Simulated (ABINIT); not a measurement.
Records of electronic-structure calculations.

### GaN (P6_3mc): G0W0 with ABINIT, start to end

Symmetry: P6_3mc, No. 186, hexagonal system. The conventional cell has a = 3.180 Å, b = 3.180 Å, c = 5.166 Å, α = 90.00°, β = 90.00°, γ = 120.00°. Nearest to Ga lie 4 N at 1.94 to 1.95 Å. Nearest to N lie 4 Ga at 1.94 to 1.95 Å. Farther neighbours, and contacts between anions beyond the nearest, are not listed.

* method: RPA screening on PBE with spin-orbit coupling, plane waves, norm-conserving pseudopotentials (and 2 further levels or steps)
* program: ABINIT 10.8.3
* settings: cutoff 36 Ha, PseudoDojo fully relativistic 0.4 standard, norm-conserving, ngkpt (3, 3, 2), nband 116, ecuteps 4.4 Ha, shiftk (0, 0, 0), symchi 1, awtr 1, frequency ppm, 3×3×2 k-mesh
* cost: 5 runs, 2.6 min in all on 8 MPI ranks of Arm Neoverse V1, shared host
* notes: The database entry behind the starting cell differs from other determinations of this structure. The program’s warnings: Neglecting <n,k|[Vnl,iqr]|m,k> and nproc spkpt=  >= nkpt= * nsppol=. The cell and positions come from the Crystallography Open Database and are kept as given unless a step says otherwise. Limits: screening head approximate. The 3×3×2 mesh is coarse for this cell, which bears on the long-range parts of exchange and screening. The norm-conserving file of at least one element keeps a d shell over frozen s and p shells of the same row. Exchange with those shells is missing from the self-energy, an error of 0.3 to 0.9 eV in cases checked, whose sign depends on which edge lies on those atoms.
* PBE gap: 2.00 eV, direct
* G0W0 gap on the mesh: 2.05 eV
* GW settings: 3×3×2 mesh, 116 bands, screening to 119.7 eV, Godby-Needs plasmon pole
* known limits: short of the basis limit; exchange with frozen shells missing; screening head approximate; coarse k mesh

G0W0 moves the gap on the mesh from 2.00 eV to 2.05 eV (+0.05 eV), with Z of 0.79 and 0.81 at the edges. Local fields lower the RPA ε∞ on this mesh from 14.37 to 13.44; a Γ-centred mesh this coarse tends to raise both, most where the direct gap is narrow, while a short band sum lowers them.

[Paths, hosts, dates, memory and timing lines, banners, echoed tables and standing remarks are left out of the program output; an Ansatz launch command may be rebuilt from the run's recorded settings. Measured values are a selection of at most five: reports struck by readers or far from the other reports are left out. None is set beside runs whose start may be inverted or whose files or cutoffs have a known fault.]

[Runs of the session that timed out or met a known fault of the program may be left out.]

[Hosts, paths, dates, database ids (printed as entryN), source tags and the programs' standing remarks are cut or masked in the printed files.]

[G0W0 gaps are taken among the corrected bands and points alone; a level outside them can change the order at an edge.]

[Where Ansatz stands beside ABINIT at settings called matched, ABINIT's density can come from a denser mesh and the files from another edition; pairs whose starting gaps differed by over 0.03 eV were left out, so agreement reads better than it is.]
